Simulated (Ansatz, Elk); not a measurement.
# How far do independent atoms describe CaTlH3?

Structure refinements treat a crystal as free atoms side by side. For a made-up structure of CaTlH3 (cell and positions from a PBE relaxation) the runs below show what the calculated density changes in F(hkl).

Method: DFT, PBE, all-electron APW+lo, Dirac cores, scalar-relativistic bands, static density, no spin, in Elk 11.2.3 (patched build).

The structure was built from a prototype and need not be the compound's stable phase.

## (1) Starting point

It takes space group Pm-3m (No. 221, cubic). The conventional cell has a = 4.404 Å, b = 4.404 Å, c = 4.404 Å, α = 90.00°, β = 90.00°, γ = 90.00°. Tl has 12 H at 3.11 Å nearest. Ca has 6 H at 2.20 Å nearest. H has 2 Ca at 2.20 Å nearest. Farther neighbours are not listed.

## (2) Ground state and structure factors

An all-electron density is needed, since X-rays see the cores too. Task 0 finds the density and task 195 Fourier-transforms it; tshift is off so that phases refer to the origin typed.

The input, elk.in:

```
tasks
  0
  195

xctype
  20

spinpol
  .false.

rgkmax
  7.0

gmaxvr
  14.0

lmaxo
  7

lmaxapw
  8

swidth
  0.002

tshift
  .false.

ramdisk
  .false.

hmaxvr
  5.5

maxscl
  120

epspot
  1e-06

sppath
  './'

avec
  8.32261099930 -0.00000000000 0.00000000000
  -0.00000000000 8.32261099930 0.00000000000
  0.00000000000 0.00000000000 8.32261099930

atoms
  3
  'Tl.in'
  1
  -0.0000000000 -0.0000000000 0.0000000000   0.000000 0.000000 0.000000
  'Ca.in'
  1
  0.5000000000 0.5000000000 0.5000000000   0.000000 0.000000 0.000000
  'H.in'
  3
  0.5000000000 0.5000000000 -0.0000000000   0.000000 0.000000 0.000000
  0.5000000000 -0.0000000000 0.5000000000   0.000000 0.000000 0.000000
  -0.0000000000 0.5000000000 0.5000000000   0.000000 0.000000 0.000000

ngridk
  5 5 5
```

Started as:

```bash
OMP_NUM_THREADS=4 elk
```

Numbers of over 12 decimals in the logs are rounded to 6 here.

What it wrote:

```text
┌─────────────────────────┐
│ Elk code version 11.2.3 │
└─────────────────────────┘

All units are atomic (Hartree, Bohr, etc.)

┌─────────────────────────────────────────────────┐
│ Ground-state run starting from atomic densities │
└─────────────────────────────────────────────────┘

Lattice vectors :
   8.322610999      -0.000000000       0.000000000
  -0.000000000       8.322610999       0.000000000
   0.000000000       0.000000000       8.322610999

Reciprocal lattice vectors :
  0.7549536206       0.000000000      -0.000000000
   0.000000000      0.7549536206      -0.000000000
  -0.000000000      -0.000000000      0.7549536206

Unit cell volume      :    576.4727571
Brillouin zone volume :   0.4302895677

Muffin-tin inner radius fraction :   0.1000000000E-01

Nuclei treated as point charges

Species : 1 (Tl)
 parameters loaded from : Tl.in
 name : thallium
 nuclear charge    :   -81.00000000
 electronic charge :    81.00000000
 atomic mass :    372567.9643
 muffin-tin radius :    2.800000000
 number of radial points in muffin-tin :   1393
 inner part over the whole radius :   0.9893942913E-02
 number on inner part of muffin-tin    :   1000
 approximate nuclear radius :   0.1043008296E-03
 number of mesh points to nuclear radius :    525
 atomic positions (lattice), magnetic fields (Cartesian) :
  1 :   0.00000000  0.00000000  0.00000000    0.00000000  0.00000000  0.00000000

Species : 2 (Ca)
 parameters loaded from : Ca.in
 name : calcium
 nuclear charge    :   -20.00000000
 electronic charge :    20.00000000
 atomic mass :    73057.72475
 muffin-tin radius :    2.400000000
 number of radial points in muffin-tin :    993
 inner part over the whole radius :   0.9970789793E-02
 number on inner part of muffin-tin    :    698
 approximate nuclear radius :   0.6614485811E-04
 number of mesh points to nuclear radius :    321
 atomic positions (lattice), magnetic fields (Cartesian) :
  1 :   0.50000000  0.50000000  0.50000000    0.00000000  0.00000000  0.00000000

Species : 3 (H)
 parameters loaded from : H.in
 name : hydrogen
 nuclear charge    :   -1.000000000
 electronic charge :    1.000000000
 atomic mass :    1837.362221
 muffin-tin radius :    1.400000000
 number of radial points in muffin-tin :    393
 inner part over the whole radius :   0.9705542320E-02
 number on inner part of muffin-tin    :    258
 approximate nuclear radius :   0.2766748019E-04
 number of mesh points to nuclear radius :     78
 atomic positions (lattice), magnetic fields (Cartesian) :
  1 :   0.50000000  0.50000000  0.00000000    0.00000000  0.00000000  0.00000000
  2 :   0.50000000  0.00000000  0.50000000    0.00000000  0.00000000  0.00000000
  3 :   0.00000000  0.50000000  0.50000000    0.00000000  0.00000000  0.00000000

Total number of atoms per unit cell :    5
Total muffin-tin volume :    184.3402793
 ratio of muffin-tin to unit cell volume :   0.3197727509

Spin treatment :
 spin-unpolarised

Number of Bravais lattice symmetries :   48
Number of crystal symmetries         :   48
Crystal has inversion symmetry
Real symmetric eigensolver will be used

k-point grid :      5     5     5
k-point offset :    0.000000000       0.000000000       0.000000000
k-point set is reduced with full crystal symmetry group
Total number of k-points :       10

Muffin-tin radius times maximum |G+k| :    7.000000000
 using average radius
Maximum |G+k| for APW functions       :    3.723404255
Maximum (1/2)|G+k|²                   :    6.931869624
Maximum |G| for potential and density :    14.00000000
Constant for pseudocharge density :   10
 order of it for each species :   17  17  17
 order of it for pair densities of each species (exact exchange by exxq0 0: 18) :   17  16   4
Radial integration step length :    1

G-vector grid sizes :     40    40    40
Number of G-vectors :    26745

Maximum angular momentum used for
 APW functions            :    8
 outer part of muffin-tin :    7
 inner part of muffin-tin :    2

Total nuclear charge    :   -104.0000000
[...]
Estimated direct band gap   :   0.1343108498
 at k-point 10

Charges :
 core                        :    72.00000000
 valence                     :    32.00000000
 interstitial                :    3.981585331
 muffin-tins (core leakage)
  species : 1 (Tl)
   atom 1                    :    79.09466835     (  0.3792363771E-04)
  species : 2 (Ca)
   atom 1                    :    18.29913687     ( -0.1989239813E-06)
  species : 3 (H)
   atom 1                    :   0.8748698181     (   0.000000000    )
   atom 2                    :   0.8748698181     (   0.000000000    )
   atom 3                    :   0.8748698181     (   0.000000000    )
 total in muffin-tins        :    100.0184147
 total calculated charge     :    103.9994420
 total charge                :    104.0000000
 error                       :   0.5580411770E-03

RMS change in Kohn-Sham potential (target) :    142.7358964     (  0.1000000000E-05)
Absolute change in total energy (target)   :   0.4083692790     (  0.1000000000E-03)

[... loops 3 to 18 left out ...]

┌──────────────────┐
│ Loop number : 19 │
└──────────────────┘

Energies :
 Fermi                       :     0.89803911719036E-01
 sum of occupied eigenvalues :     -12933.214990734
 electron kinetic            :      24202.393998516
 core electron kinetic       :      23925.722316748
 Coulomb                     :     -44753.940741694
 Coulomb potential           :     -36587.519555891
 nuclear-nuclear             :     -1361.0708190001
 electron-nuclear            :     -50214.202282697
 Hartree                     :      6821.3323600028
 Madelung                    :     -26460.180963749
 xc potential                :     -548.08943335953
 exchange                    :     -413.33589082872
 correlation                 :     -5.849658
 electron entropic           :    -0.99304976739103E-07
 total energy                :     -20970.732292328

Density of states at Fermi energy :   0.2025245778E-02
 (states/Hartree/unit cell)

Estimated indirect band gap :   0.4502771197E-01
 from k-point 3 to k-point 10
Estimated direct band gap   :   0.8360573657E-01
 at k-point 10

Charges :
 core                        :    72.00000000
 valence                     :    32.00000000
 interstitial                :    4.118883296
 muffin-tins (core leakage)
  species : 1 (Tl)
   atom 1                    :    79.38982251     (  0.3629719392E-04)
  species : 2 (Ca)
   atom 1                    :    18.23519241     ( -0.1985592544E-06)
  species : 3 (H)
[...]
total in muffin-tins        :    99.88111670
 total calculated charge     :    103.9995143
 total charge                :    104.0000000
 error                       :   0.4856659652E-03

RMS change in Kohn-Sham potential (target) :   0.2966602735E-06 (  0.1000000000E-05)
Absolute change in total energy (target)   :   0.6011614460E-06 (  0.1000000000E-03)

Convergence targets achieved

┌──────────────────┐
│ Loop number : 20 │
└──────────────────┘

Energies :
 Fermi                       :     0.89803912573277E-01
 sum of occupied eigenvalues :     -12933.214990634
 electron kinetic            :      24202.393998610
 core electron kinetic       :      23925.722316800
 Coulomb                     :     -44753.940741664
 Coulomb potential           :     -36587.519555870
 nuclear-nuclear             :     -1361.0708190001
 electron-nuclear            :     -50214.202282656
 Hartree                     :      6821.3323599919
 Madelung                    :     -26460.180963729
 xc potential                :     -548.08943337357
 exchange                    :     -413.33589082808
 correlation                 :     -5.849658
 electron entropic           :    -0.99304973024968E-07
 total energy                :     -20970.732292204

Density of states at Fermi energy :   0.2025245695E-02
 (states/Hartree/unit cell)

Estimated indirect band gap :   0.4502771213E-01
 from k-point 3 to k-point 10
Estimated direct band gap   :   0.8360573668E-01
 at k-point 10

Charges :
 core                        :    72.00000000
 valence                     :    32.00000000
 interstitial                :    4.118883296
 muffin-tins (core leakage)
  species : 1 (Tl)
   atom 1                    :    79.38982251     (  0.3629719347E-04)
  species : 2 (Ca)
   atom 1                    :    18.23519241     ( -0.1985602740E-06)
  species : 3 (H)
   atom 1                    :   0.7520339300     (   0.000000000    )
   atom 2                    :   0.7520339300     (   0.000000000    )
   atom 3                    :   0.7520339300     (   0.000000000    )
 total in muffin-tins        :    99.88111670
 total calculated charge     :    103.9995143
 total charge                :    104.0000000
 error                       :   0.4856659640E-03

┌──────────────────────────────┐
│ Self-consistent loop stopped │
└──────────────────────────────┘

Wrote STATE.OUT
```

It took 15 s on 4 threads of AMD EPYC 9R14 (Zen 4), shared host; peak memory 0.21 GiB; 32 s of CPU time.

SFACRHO.OUT:

```text

h k l indices transformed by vhmat matrix:
   1.000000000       0.000000000       0.000000000    
   0.000000000       1.000000000       0.000000000    
   0.000000000       0.000000000       1.000000000    

      h      k      l  multipl.   |H|            Re(F)            Im(F)           |F|

      0      0      0      1   0.0000000       104.00000      0.24056990E-16   104.00000    
      0      1      0      6  0.75495362       57.646487     -0.56287112E-14   57.646487    
      0     -1      1     12   1.0676656       86.739581     -0.12008381E-14   86.739581    
      1     -1     -1      8   1.3076180       56.611070      0.43753237E-14   56.611070    
     -2      0      0      6   1.5099072       81.958227     -0.94318163E-14   81.958227    
     -1      0     -2     24   1.6881276       51.085535      0.18090067E-13   51.085535    
     -2      1      1     24   1.8492512       74.504831     -0.54242607E-15   74.504831    
     -2      2      0     12   2.1353313       71.403499      0.16826315E-14   71.403499    
     -2     -1      2     24   2.2648609       46.999366      0.84615127E-14   46.999366    
      3      0      0      6   2.2648609       46.888730     -0.15808292E-13   46.888730    
     -3      0     -1     24   2.3873730       66.969130     -0.13432630E-13   66.969130    
     -3     -1      1     24   2.5038979       46.011285      0.13819794E-13   46.011285    
      2      2      2      8   2.6152361       64.682205      0.28013362E-13   64.682205    
      0     -2     -3     24   2.7220240       43.806042      0.28229696E-13   43.806042    
     -2      3      1     48   2.8247778       61.600968      0.62077018E-14   61.600968    
      0      0      4      6   3.0198145       59.965751      0.12077473E-13   59.965751    
      0      4     -1     24   3.1127535       41.218220     -0.12149983E-13   41.218220    
      3      2      2     24   3.1127535       41.259377     -0.23429261E-13   41.259377
```

Elk indexes on the primitive cell of elk.in and gives |H| = 4π sin θ/λ in inverse bohr. Below, one row stands for each form hkl of the conventional cell (m members, Friedel mates merged), F is for one primitive cell and the density is static (no thermal factor). Free-atom factors are Waasmaier and Kirfel's, and R is Σm||F|−|F'||/Σm|F|.

| hkl | m | sin θ/λ (Å⁻¹) | abs F, DFT | neutral atoms | diff. |
| --- | --- | --- | --- | --- | --- |
| 100 | 6 | 0.114 | 57.647 | 58.140 | -0.493 |
| 110 | 12 | 0.161 | 86.740 | 86.864 | -0.124 |
| 111 | 8 | 0.197 | 56.611 | 56.185 | +0.426 |
| 200 | 6 | 0.227 | 81.958 | 81.424 | +0.534 |
| 210 | 24 | 0.254 | 51.086 | 51.300 | -0.214 |
| 211 | 24 | 0.278 | 74.505 | 74.572 | -0.068 |
| 220 | 12 | 0.321 | 71.403 | 71.291 | +0.112 |
| 221 | 24 | 0.341 | 46.999 | 47.057 | -0.057 |
| 300 | 6 | 0.341 | 46.889 | 47.057 | -0.168 |
| 310 | 24 | 0.359 | 66.969 | 67.004 | -0.035 |
| 311 | 24 | 0.377 | 46.011 | 45.981 | +0.030 |
| 222 | 8 | 0.393 | 64.682 | 64.676 | +0.006 |
| 320 | 24 | 0.409 | 43.806 | 43.876 | -0.070 |
| 321 | 48 | 0.425 | 61.601 | 61.674 | -0.073 |
| 400 | 6 | 0.454 | 59.966 | 59.910 | +0.056 |
| 410 | 24 | 0.468 | 41.218 | 41.279 | -0.060 |
| 322 | 24 | 0.468 | 41.259 | 41.279 | -0.019 |
| 330 | 12 | 0.482 | 57.611 | 57.661 | -0.050 |

## (3) The highest occupied states alone

An energy window below the Fermi level keeps the highest occupied states, to see at which angles they scatter; shallow core shells can lie inside it and anion s states outside. No new self-consistency is needed.

Edit elk.in of step 2 so:

```diff
@@ -1,3 +1,2 @@
 tasks
-  0
   195
@@ -40,2 +39,5 @@
 
+wsfac
+  -0.461440 0.389800
+
 sppath
```

Started as:

```bash
OMP_NUM_THREADS=4 elk
```

What it wrote:

```text
┌─────────────────────────────────┐
│ Elk code version 11.2.3 started │
└─────────────────────────────────┘

Info(readinput): the functional depends on the density's gradient
 muffin-tin radial points multiplied by    2.00000
 (not where nrmtscf is given)

┌────────────────────┐
│ Current task : 195 │
└────────────────────┘

Info(sfacrho): density structure factors written to SFACRHO.OUT

 Energy window :  -0.4614400000      0.3898000000

┌──────────────────┐
│ Elk code stopped │
└──────────────────┘
```

Run time: 5.3 s. Hardware: 4 threads; peak memory 0.16 GiB.

States within 15 eV below the Fermi level hold 18.00 electrons; any levels below the window count with the cores. Their amplitudes can exceed the total, where window and core parts have opposite phase:

```
hkl  sin θ/λ (Å⁻¹)  abs F, window  abs F, all
100          0.114          7.777      57.647
110          0.161          6.336      86.740
111          0.197          7.384      56.611
200          0.227          6.080      81.958
210          0.254          2.819      51.086
211          0.278          2.422      74.505
220          0.321          2.534      71.403
221          0.341          0.993      46.999
300          0.341          0.895      46.889
310          0.359          0.877      66.969
```

## (4) Another functional

The difference from free atoms is small, so it is set against the change that LDA (Perdew-Wang) makes.

Edit elk.in of step 3 so:

```diff
@@ -1,2 +1,3 @@
 tasks
+  0
   195
@@ -4,3 +5,3 @@
 xctype
-  20
+  3
 
@@ -39,5 +40,2 @@
 
-wsfac
-  -0.461440 0.389800
-
 sppath
```

Started as:

```bash
OMP_NUM_THREADS=4 elk
```

What it wrote:

```text
┌─────────────────────────┐
│ Elk code version 11.2.3 │
└─────────────────────────┘

All units are atomic (Hartree, Bohr, etc.)

┌─────────────────────────────────────────────────┐
│ Ground-state run starting from atomic densities │
└─────────────────────────────────────────────────┘

Lattice vectors :
   8.322610999      -0.000000000       0.000000000
  -0.000000000       8.322610999       0.000000000
   0.000000000       0.000000000       8.322610999

Reciprocal lattice vectors :
  0.7549536206       0.000000000      -0.000000000
[...]
atom 1                    :    79.39979558     (  0.2953738781E-04)
  species : 2 (Ca)
   atom 1                    :    18.24987119     ( -0.3473755520E-05)
  species : 3 (H)
[...]
atom 2                    :   0.7183160248     (   0.000000000    )
   atom 3                    :   0.7183160248     (   0.000000000    )
 total in muffin-tins        :    99.80461484
 total calculated charge     :    103.9995419
 total charge                :    104.0000000
 error                       :   0.4580601704E-03

┌──────────────────────────────┐
│ Self-consistent loop stopped │
└──────────────────────────────┘

Wrote STATE.OUT
[key lines of the parts left out:]
total energy                :     -20958.060912357
```

Elapsed: 8.2 s, on 4 threads; peak memory 0.18 GiB; 19 s of CPU time.

Against the first run R = 0.02 %; the largest change is -0.117 at 200.

## (5) Basis size

A smaller basis shows how fast F responds to it; the change is likely larger than the basis error of the first run, but doesn't show convergence.

Edit elk.in of step 4 so:

```diff
@@ -5,3 +5,3 @@
 xctype
-  3
+  20
 
@@ -11,3 +11,3 @@
 rgkmax
-  7.0
+  5.5
```

Started as:

```bash
OMP_NUM_THREADS=4 elk
```

What it wrote:

```text
┌─────────────────────────┐
│ Elk code version 11.2.3 │
└─────────────────────────┘

All units are atomic (Hartree, Bohr, etc.)

┌─────────────────────────────────────────────────┐
│ Ground-state run starting from atomic densities │
└─────────────────────────────────────────────────┘

Lattice vectors :
   8.322610999      -0.000000000       0.000000000
  -0.000000000       8.322610999       0.000000000
   0.000000000       0.000000000       8.322610999

Reciprocal lattice vectors :
  0.7549536206       0.000000000      -0.000000000
[...]
atom 1                    :    79.38667841     (  0.3628160383E-04)
  species : 2 (Ca)
   atom 1                    :    18.23526947     ( -0.1985531721E-06)
  species : 3 (H)
[...]
atom 2                    :   0.7488754153     (   0.000000000    )
   atom 3                    :   0.7488754153     (   0.000000000    )
 total in muffin-tins        :    99.86857412
 total calculated charge     :    103.9994674
 total charge                :    104.0000000
 error                       :   0.5326147511E-03

┌──────────────────────────────┐
│ Self-consistent loop stopped │
└──────────────────────────────┘

Wrote STATE.OUT
[key lines of the parts left out:]
total energy                :     -20970.723833379
```

It took 12 s on 4 threads; peak memory 0.18 GiB.

Against the first run R = 0.00 %; the largest change is -0.005 at 111.

## (6) Settings against the effect

| run | R against the first run (%) | R against neutral atoms, low angle (%) | wall time |
| --- | --- | --- | --- |
| PBE, rgkmax 7 | 0.00 | 0.33 | 15 s |
| LDA (Perdew-Wang) | 0.02 | 0.29 | 8.2 s |
| rgkmax 5.5 | 0.00 | 0.33 | 12 s |

## (7) Results

```
R against neutral atoms, sin θ/λ < 0.3 Å⁻¹ : 0.33 %
R against neutral atoms, 0.3 to 0.83 Å⁻¹   : 0.10 %
```

**Reading.** Independent neutral atoms miss the calculated amplitudes by R = 0.33 % below 0.3 Å⁻¹ and 0.10 % from there to 0.83 Å⁻¹; by shells, 0.86 % below 0.15 Å⁻¹ (1 form), 0.30 % 0.15 to 0.3 (5 forms), 0.11 % 0.3 to 0.45 (8 forms), 0.10 % above 0.45 (51 forms). Bonding, aspherical density and the tables' own atoms all enter these figures, and the runs don't part them. The largest change of an amplitude is +0.53 electrons, at 200. The window's part falls from 18.0 electrons at the origin to at most 0.40 between 0.45 and 0.83 Å⁻¹. The window holds more than the 8 outer electrons of the free atoms, so shallow core shells lie inside it. Below 0.3 Å⁻¹ the changes that finished (LDA (Perdew-Wang) and rgkmax 5.5) move F by R = 0.05 % at most, against the 0.33 % that separates it from free atoms. The k-mesh has no finished test. Spin-orbit coupling is left out, which can matter for elements this heavy. Part of the difference isn't bonding: the tables are fits to free atoms and ions calculated by other methods than this functional. Thermal motion, anomalous dispersion and extinction are left out.

[Logs are printed without paths, hosts, clocks, repeated set-up lines and the standing remarks that a program may print on its own settings, such as how far it seeks lower states.]

[Hosts, paths, dates, database ids (printed as entryN), source tags and the programs' standing remarks are cut or masked in the printed files.]
